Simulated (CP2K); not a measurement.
Consider ethyl formate at its PBE geometry (Å).

```xyz
11

C    -1.5872    0.2527    0.2743
C    -0.2321   -0.4084    0.1378
O     0.7140    0.6083   -0.3318
C     1.9952    0.2023   -0.4651
O     2.4152   -0.9156   -0.2427
H    -2.3244   -0.4889    0.6109
H    -1.5615    1.0683    1.0085
H    -1.9283    0.6617   -0.6856
H    -0.2390   -1.2326   -0.5881
H     0.1393   -0.8034    1.0929
H     2.6088    1.0556   -0.8111
```

Method: CP2K XAS_TDP, all-electron GAPW, PBEh(45%), aug-cc-pVDZ, TDA, no relativity.

Where do the O K-edge lines lie, and how strong are they?

Leading lines: O3 530.58 eV and O5 527.38 eV. The leading line of an atom is its first one with 35 % of the strongest within 2.5 eV of its lowest line over the strength cut. 

The first six lines of each atom with a strength over 0.0015:

```
              atom  energy (eV)  states  strength, one atom
O3 (bonded to 2 C)       530.58       1              0.0194
                         532.61       1              0.0316
                         533.41       1              0.0027
                         534.26       1              0.0067
                         534.78       1              0.0017
                         535.13       1              0.0163
  O5 (bonded to C)       527.38       1              0.0412
                         532.82       1              0.0020
                         533.08       1              0.0039
                         533.93       1              0.0029
                         534.41       1              0.0046
                         534.57       1              0.0020
```

Lines are vertical, at one geometry, with no vibrational structure. Without a correction of the core level, line positions, and the gaps between valence and Rydberg lines, follow the share of exact exchange. At this level such K lines come out 3 to 6 eV under measured ones. These values hold no scalar relativity, about 0.4 eV for O 1s. Rydberg lines, and the discretised continuum above threshold, depend on the basis and the box.

[Banner, clock and machine lines of the logs are left out without a mark of their own.]

[Logs are printed without paths, hosts, clocks, repeated set-up lines and the standing remarks that a program may print on its own settings, such as how far it seeks lower states.]

[Hosts, paths, dates, database ids (printed as entryN), source tags and the programs' standing remarks are cut or masked in the printed files.]
